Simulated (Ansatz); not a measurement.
# One crystal, many levels of theory: AlGaAs2 (zincblende [001] superlattice)

Aim: the gap of AlGaAs2 (zincblende [001] superlattice) at several levels of theory on one structure, with the time that each takes.

Program: Ansatz 0.2.0. Level of theory: density functionals, hybrids and G0W0, plane waves, PAW. Results are calculated unless marked as measured.

This is a report of a sequence of runs, with most program output left out.

**1. The starting structure**

The cell holds 16 atoms: 4 Ga, 8 As and 4 Al. Cell: a = 4.012 Å, b = 4.012 Å, c = 22.617 Å, α = 90.0°, β = 90.0°, γ = 90.0°. It derives from GaAs. Regions: GaAs, 8 atoms (4 Ga and 4 As); AlAs, 8 atoms (4 Al and 4 As). The structure's axis is c.

The structure was relaxed with PBEsol. The runs that relaxed it are not among those shown. The default PAW set here is soft_1. Its files were made with PBE; for other functionals the partial waves and projectors stay those of PBE.

**2. PBEsol on the 6×6×2 mesh**

Levels along a band path and on the mesh show where this functional puts the band edges.

This step: DFT, PBEsol, plane waves, PAW.

input.yaml

```yaml
crystal:
  lattice:
    - [4.0120568347, 0.0, 0.0]
    - [0.0, 4.0120657245, 0.0]
    - [0.0, 0.0, 22.6169602797]
  atoms:
    - { symbol: Ga, position: [0.0, 0.0, 0.0315181048] }
    - { symbol: As, position: [0.5, 0.0, 0.0938475488] }
    - { symbol: Ga, position: [0.5, 0.5, 0.1561486765] }
    - { symbol: As, position: [0.0, 0.5, 0.2184741997] }
    - { symbol: Ga, position: [0.0, 0.0, 0.2807996335] }
    - { symbol: As, position: [0.5, 0.0, 0.3431016581] }
    - { symbol: Ga, position: [0.5, 0.5, 0.4054318278] }
    - { symbol: As, position: [0.0, 0.5, 0.4679745625] }
    - { symbol: Al, position: [0.0, 0.0, 0.530448847] }
    - { symbol: As, position: [0.5, 0.0, 0.5931129802] }
    - { symbol: Al, position: [0.5, 0.5, 0.6557939602] }
    - { symbol: As, position: [0.0, 0.5, 0.718476722] }
    - { symbol: Al, position: [0.0, 0.0, 0.7811591182] }
    - { symbol: As, position: [0.5, 0.0, 0.8438399161] }
    - { symbol: Al, position: [0.5, 0.5, 0.906503132] }
    - { symbol: As, position: [0.0, 0.5, 0.9689765207] }
kpoints:
  mp_grid: { grid: [6, 6, 2] }
  band_path:
    path:
      - [[0.0, 0.0, 0.0], [0.5, 0.0, 0.0], [0.5, 0.5, 0.0], [0.0, 0.5, 0.0], [0.0, 0.0, 0.0], [0.0, 0.0, 0.5], [0.5, 0.0, 0.5], [0.5, 0.5, 0.5], [0.0, 0.5, 0.5], [0.0, 0.0, 0.5]]
      - [[0.5, 0.0, 0.0], [0.5, 0.0, 0.5]]
      - [[0.0, 0.5, 0.0], [0.0, 0.5, 0.5]]
      - [[0.5, 0.5, 0.0], [0.5, 0.5, 0.5]]
    npoints: 10
hamiltonian:
  xc: pbesol
  pseudopotentials: { kind: paw, azcp: { folder: "./paw" } }
scf:
  occupations: { method: fermi_dirac, width: 0.02 }
  n_extra_bands: 9
output:
  eigenvalues: true
  forces: true
  stress: true
  write_density: true
  write_potential: true
  elf: true
  volumetric_format: npy
```

Command:

```sh
$ ansatz run input.yaml --threads 3 --pin off --max-ram 92160MiB --backend cuda --events-out ev --progress --plain --runs-dir out --devices 1 --max-vram 13GiB
```

Run time: 22 s. Hardware: 1 × NVIDIA H100 80GB HBM3 (shared by 6 runs) with 3 threads of AMD EPYC 7R13 (Zen 3), shared host; peak memory 1.3 GiB; 21 s of CPU time.

Numbers from this step:

| Quantity | Value |
| --- | --- |
| pressure | -1.94e-4 GPa |
| filled bands | 92 |
| gap | 1.021 eV |
| valence top at | Γ |
| conduction bottom at | Γ |
| least direct gap | 1.021 eV |

Over mesh and path the gap is 1.021 eV, direct, at k = Γ. The program's warnings for this run: pseudo functional mismatch; structure snapped to symmetry.

**3. PBEsol+SOC on the 6×6×2 mesh**

This run has two-component orbitals with spin-orbit coupling.

This step: DFT, PBEsol with spin-orbit coupling, plane waves, PAW.

Edit input.yaml of step 2 so:

```diff
@@ -26,13 +26,20 @@
     path:
-      - [[0.0, 0.0, 0.0], [0.5, 0.0, 0.0], [0.5, 0.5, 0.0], [0.0, 0.5, 0.0], [0.0, 0.0, 0.0], [0.0, 0.0, 0.5], [0.5, 0.0, 0.5], [0.5, 0.5, 0.5], [0.0, 0.5, 0.5], [0.0, 0.0, 0.5]]
-      - [[0.5, 0.0, 0.0], [0.5, 0.0, 0.5]]
-      - [[0.0, 0.5, 0.0], [0.0, 0.5, 0.5]]
-      - [[0.5, 0.5, 0.0], [0.5, 0.5, 0.5]]
-    npoints: 10
+      - [0.0, 0.0, 0.0]
+      - [0.5, 0.0, 0.0]
+      - [0.5, 0.5, 0.0]
+      - [0.0, 0.5, 0.0]
+      - [0.0, 0.0, 0.5]
+      - [0.5, 0.0, 0.5]
+      - [0.5, 0.5, 0.5]
+      - [0.0, 0.5, 0.5]
+    npoints: 1
 hamiltonian:
   xc: pbesol
-  pseudopotentials: { kind: paw, azcp: { folder: "./paw" } }
+  pseudopotentials: { kind: paw_fr, azcp: { folder: "./paw" } }
 scf:
   occupations: { method: fermi_dirac, width: 0.02 }
-  n_extra_bands: 9
+  n_extra_bands: 18
+magnetization:
+  noncollinear: true
+  spin_orbit: true
 output:
@@ -41,5 +48 @@
   stress: true
-  write_density: true
-  write_potential: true
-  elf: true
-  volumetric_format: npy
```

Elapsed: 32 s, on 1 × NVIDIA H100 80GB HBM3 (shared by 6 runs) with 3 threads; peak memory 1.5 GiB; 29 s of CPU time.

This step gave:

- pressure: -0.005388 GPa
- gap: 0.9182 eV
- valence top at: Γ
- conduction bottom at: Γ
- least direct gap: 0.9182 eV

Over mesh and listed points the gap is 0.918 eV, direct, at k = Γ. PBEsol+SOC against PBEsol: 0.918 − 1.021 = −0.103 eV, with the same mesh, set of files (read in its fully relativistic form for the spin-orbit run) and cutoff, and both edges at the same k points. The spin-orbit run sees mesh and listed points alone, so its gap is an upper bound: the coupling can move an edge off these points, the more so as this crystal has no centre of inversion, and the change over the zone, its sign included where it is small, is not known. The program's warnings for this run: pseudo functional mismatch; structure snapped to symmetry.

**4. HSE06 on the 4×4×1 mesh**

HSE06 mixes in a quarter of exact exchange at short range.

This step: DFT, HSE06, plane waves, PAW.

Edit input.yaml of step 3 so:

```diff
@@ -23,3 +23,3 @@
 kpoints:
-  mp_grid: { grid: [6, 6, 2] }
+  mp_grid: { grid: [4, 4, 1] }
   band_path:
@@ -36,13 +36,8 @@
 hamiltonian:
-  xc: pbesol
-  pseudopotentials: { kind: paw_fr, azcp: { folder: "./paw" } }
+  xc: hse06
+  pseudopotentials: { kind: paw, azcp: { folder: "./paw" } }
 scf:
-  occupations: { method: fermi_dirac, width: 0.02 }
-  n_extra_bands: 18
-magnetization:
-  noncollinear: true
-  spin_orbit: true
+  occupations: { method: fixed }
+  n_extra_bands: 9
 output:
   eigenvalues: true
-  forces: true
-  stress: true
```

Wall time 2.1 min (1 × NVIDIA H100 80GB HBM3 (shared by 6 runs) with 3 threads); peak memory 1.9 GiB.

This step gave:

```
gap                     : 1.894 eV
valence top at          : Γ
conduction bottom at    : Γ
least direct gap        : 1.894 eV
exact-exchange fraction : 0.25
```

Over mesh and listed points the gap is 1.894 eV, direct, at k = Γ. HSE06 against PBEsol: 1.894 − 1.021 = +0.873 eV. The runs also differ in mesh (6×6×2 and 4×4×1), so how much of this comes from the functional alone is not known. The program's warnings for this run: metallic iterate; structure snapped to symmetry.

**5. G0W0@PBEsol, 4×4×2 mesh, 1086 empty bands, screening to 120 eV**

G0W0 replaces the xc potential by a self-energy built once from the orbitals of the start. Levels are corrected in the window of bands that the input names, at points of the mesh.

This step: G0W0 on PBEsol, plane waves, PAW.

Edit input.yaml of step 4 so:

```diff
@@ -23,16 +23,5 @@
 kpoints:
-  mp_grid: { grid: [4, 4, 1] }
-  band_path:
-    path:
-      - [0.0, 0.0, 0.0]
-      - [0.5, 0.0, 0.0]
-      - [0.5, 0.5, 0.0]
-      - [0.0, 0.5, 0.0]
-      - [0.0, 0.0, 0.5]
-      - [0.5, 0.0, 0.5]
-      - [0.5, 0.5, 0.5]
-      - [0.0, 0.5, 0.5]
-    npoints: 1
+  mp_grid: { grid: [4, 4, 2] }
 hamiltonian:
-  xc: hse06
+  xc: pbesol
   pseudopotentials: { kind: paw, azcp: { folder: "./paw" } }
@@ -40,4 +29,7 @@
   occupations: { method: fixed }
-  n_extra_bands: 9
-output:
-  eigenvalues: true
+gw:
+  n_empty_bands: 1086
+  ecut_chi: 120.0
+  qp_bands: [v4, c4]
+  qp_kpoints: band_edges
+  screening: { model: contour_deformation }
```

Wall time 3.3 min (1 × NVIDIA H100 80GB HBM3 (shared by 6 runs) with 3 threads); peak memory 5.2 GiB; 4.4 min of CPU time.

Numbers from this step:

```yaml
bands_summed: 1178
rpa_eps_infinity_on_this_mesh_eigenvalues: 12.91, 17.34, 17.34
plane_waves_in_the_screening_matrix: 1069
g0w0_gap_over_the_corrected_points: 1.751 eV
k_of_the_valence_top: 0, 0, 0
k_of_the_conduction_bottom: 0, 0, -0.5
starting_gap_on_the_mesh: 1.011 eV
z_at_the_valence_top: 0.7726
z_at_the_conduction_bottom: 0.7828
least_direct_g0w0_gap_over_the_corrected_points: 1.816 eV
```

Over 8 of 12 irreducible mesh points the G0W0 gap is 1.751 eV, from k = Γ to k = (0.000, 0.000, -0.500). The PBEsol gap of this run on the mesh is 1.011 eV. Other states bound it: the two that bound the G0W0 gap lie 1.191 eV apart in PBEsol, so state for state the correction is 1.751 − 1.191 = +0.560 eV, while gap against gap it is 1.751 − 1.011 = +0.740 eV. The program's warnings for this run: pseudo functional mismatch; structure snapped to symmetry.

**6. The ladder**

Each gap is the least one over the points named; times are wall times on shared hosts, not benchmarks. A G0W0 time includes the run's own self-consistent start. Runs with listed points see these and the mesh alone, so an edge that moves elsewhere is missed. Rows marked * are further runs, not shown as steps, whose inputs differ from the G0W0 step on the same start in the columns given; solver thresholds can differ too.

| level | mesh | files, cutoff | bands summed, screening | points | gap (eV) | valence top | conduction bottom | least direct gap (eV) | time |
| --- | --- | --- | --- | --- | --- | --- | --- | --- | --- |
| PBEsol | 6×6×2 | soft_1 PAW, 420 eV | - | mesh and path | 1.021 | Γ | Γ | 1.021 | 22 s |
| PBEsol+SOC | 6×6×2 | soft_1 PAW, 420 eV | - | mesh and listed points | 0.918 | Γ | Γ | 0.918 | 32 s |
| HSE06 | 4×4×1 | soft_1 PAW, 420 eV | - | mesh and listed points | 1.894 | Γ | Γ | 1.894 | 2.1 min |
| G0W0@PBEsol* | 4×4×2 | soft_1 PAW, 420 eV | 366, 48 eV | 8 of 12 irreducible mesh points | 1.457 | Γ | (0.000, 0.000, -0.500) | 1.549 | 63 s |
| G0W0@PBEsol | 4×4×2 | soft_1 PAW, 420 eV | 1178, 120 eV | 8 of 12 irreducible mesh points | 1.751 | Γ | (0.000, 0.000, -0.500) | 1.816 | 3.3 min |

**7. Results**

```
PBEsol, over mesh and path                                            : 1.021 eV
PBEsol+SOC, over mesh and listed points                               : 0.918 eV
HSE06, over mesh and listed points                                    : 1.894 eV
G0W0@PBEsol (1178 bands, 4×4×2), over 8 of 12 irreducible mesh points : 1.751 eV
known limits                                                          : finite bands, screening cutoff and k mesh; no spin-orbit coupling in G0W0; d shells not analysed
```

What this shows: The rows run from 0.918 eV (PBEsol+SOC) to 1.894 eV (HSE06). They differ in mesh, bands and screening cutoff of G0W0 and the points over which the gap was sought as well as in level, so only pairs that share these are like for like. PBEsol+SOC against PBEsol: 0.918 − 1.021 = −0.103 eV, with the same mesh, set of files (read in its fully relativistic form for the spin-orbit run) and cutoff, and both edges at the same k points. The spin-orbit run sees mesh and listed points alone, so its gap is an upper bound: the coupling can move an edge off these points, the more so as this crystal has no centre of inversion, and the change over the zone, its sign included where it is small, is not known. G0W0@PBEsol (1178 bands, 4×4×2) moves the gap of its own start on the mesh by 1.751 − 1.011 = +0.740 eV, with other states at the edges (they lie 1.191 eV apart at the start). Both edges that PBEsol shows over mesh and path lie at k points where levels were corrected. G0W0 has the conduction bottom at another k point than that. Levels at other points were not corrected, so a lower G0W0 gap elsewhere in the zone is not ruled out. What spin-orbit coupling does to the G0W0 levels was not computed, so no sum with the G0W0 gap is formed. For G0W0@PBEsol: from 366 bands and 48 eV to 1178 bands and 120 eV the gap moves by 1.751 − 1.457 = +0.294 eV; bands and screening cutoff rise together, so their parts are not told apart. Two runs can't test a law of convergence, so the limit is not known. For G0W0@PBEsol (1178 bands, 4×4×2): the program's warnings for this run: pseudo functional mismatch; structure snapped to symmetry. For the further run with 366 bands on the 4×4×2 mesh, the program warns: pseudo functional mismatch; structure snapped to symmetry. The G0W0 runs are scalar-relativistic. One-shot GW is known to converge slowly in bands for compounds with shallow d shells. The cell holds Ga; the filling of the d shell and its place against the gap were not analysed here. No pair of G0W0 runs that differ in the mesh alone is shown (4×4×2 is a supercell whose nearest images lie 16 Å apart), so the error from the mesh is not known here. G0W0 is shown with one set of atomic data (soft_1 PAW), so the error from the files is not known here.

[Paths, hosts, dates, memory and timing lines, banners, echoed tables and standing remarks are left out of the program output.]

[Logs are printed without paths, hosts, clocks, repeated set-up lines and the standing remarks that a program may print on its own settings, such as how far it seeks lower states.]

[Runs of the session that timed out or met a known fault of the program may be left out.]

[Cells called generated may have been cut or substituted from an entry of the Crystallography Open Database or the Materials Project.]

[Hosts, paths, dates, database ids (printed as entryN), source tags and the programs' standing remarks are cut or masked in the printed files.]

[Where an RPA ε∞ is given, it is that of the G0W0 mesh and is not shown converged in it. Names of k-points follow the symmetry that the program found, which can be lower than the space group named. Band edges on a path are those of the sampled points; other points can move an edge, and change direct to indirect where valleys lie close.]

[Hybrid gaps are those of their k-mesh and are not shown converged in it.]
